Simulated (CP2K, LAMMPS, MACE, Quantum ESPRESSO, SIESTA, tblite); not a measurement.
# Bulk modulus two ways: amorphous Ge (61 atoms), CP2K double zeta, PBE+D3(BJ)

The cell holds 61 atoms (61 Ge). Recipe: 61 atoms (61 Ge) placed at random at 5.08 g/cm³, melted at 3500 K for 10 ps at fixed volume with the Tersoff potential (Tersoff, Phys. Rev. B 39, 5566 (1989)). Quenched from 3500 K to 100 K at 5 K/ps and fixed volume, held 5 ps, then minimised at fixed cell. Then the atoms were relaxed with MACE MP-0b3 medium in the fixed cell.

Calculated with CP2K 2026.2: PBE+D3(BJ); DZVP-UZH, GTH-PBE potentials, 350 Ry; k-points Γ. The cell is scaled evenly by ±3 % in volume, and MACE MP-0b3 medium relaxes the atoms at each volume before the single point.

```
volume (Å³/atom)  energy less the middle row's (meV/atom)  pressure (GPa)
          23.047                                    6.347           2.321
          23.760                                    0.000           0.729
          24.472                                   -0.547          -0.621
```

Task: Find the bulk modulus at the middle volume from the pressures and from the energies, and check the printed pressure against the slope of the energy (1 meV/Å³ = 0.16022 GPa).

**Working.**

The step is h = 0.7128 Å³. From pressures: B = −V dP/dV = 23.760 × (2.321 − (-0.621)) / (2 × 0.7128) = 49.0 GPa.

From energies: B = V d²E/dV² = 23.760 × (6.347 + (-0.547)) / 0.7128² = 271.2 meV/Å³ = 43.5 GPa.

Slope: P = −dE/dV = −(-0.547 − (6.347)) / (2 × 0.7128) = 4.84 meV/Å³ = 0.77 GPa, against 0.73 GPa printed.

The modulus from energies lies 11 % under that from pressures.

A central difference over ±3 % overstates P by about B(1 + B′)(0.03)²/6, some 0.04 GPa for B′ = 4. The atoms follow MACE MP-0b3 medium, so this level's forces do work along the path, which enters the energies but not the printed pressures.

Limits: three points, a static cell at zero temperature, the cell shape held; the modulus is that at 0.7 GPa, not at zero pressure.

[Logs are printed without paths, hosts, clocks, repeated set-up lines and the standing remarks that a program may print on its own settings, such as how far it seeks lower states.]

[Hosts, paths, dates, database ids (printed as entryN), source tags and the programs' standing remarks are cut or masked in the printed files.]
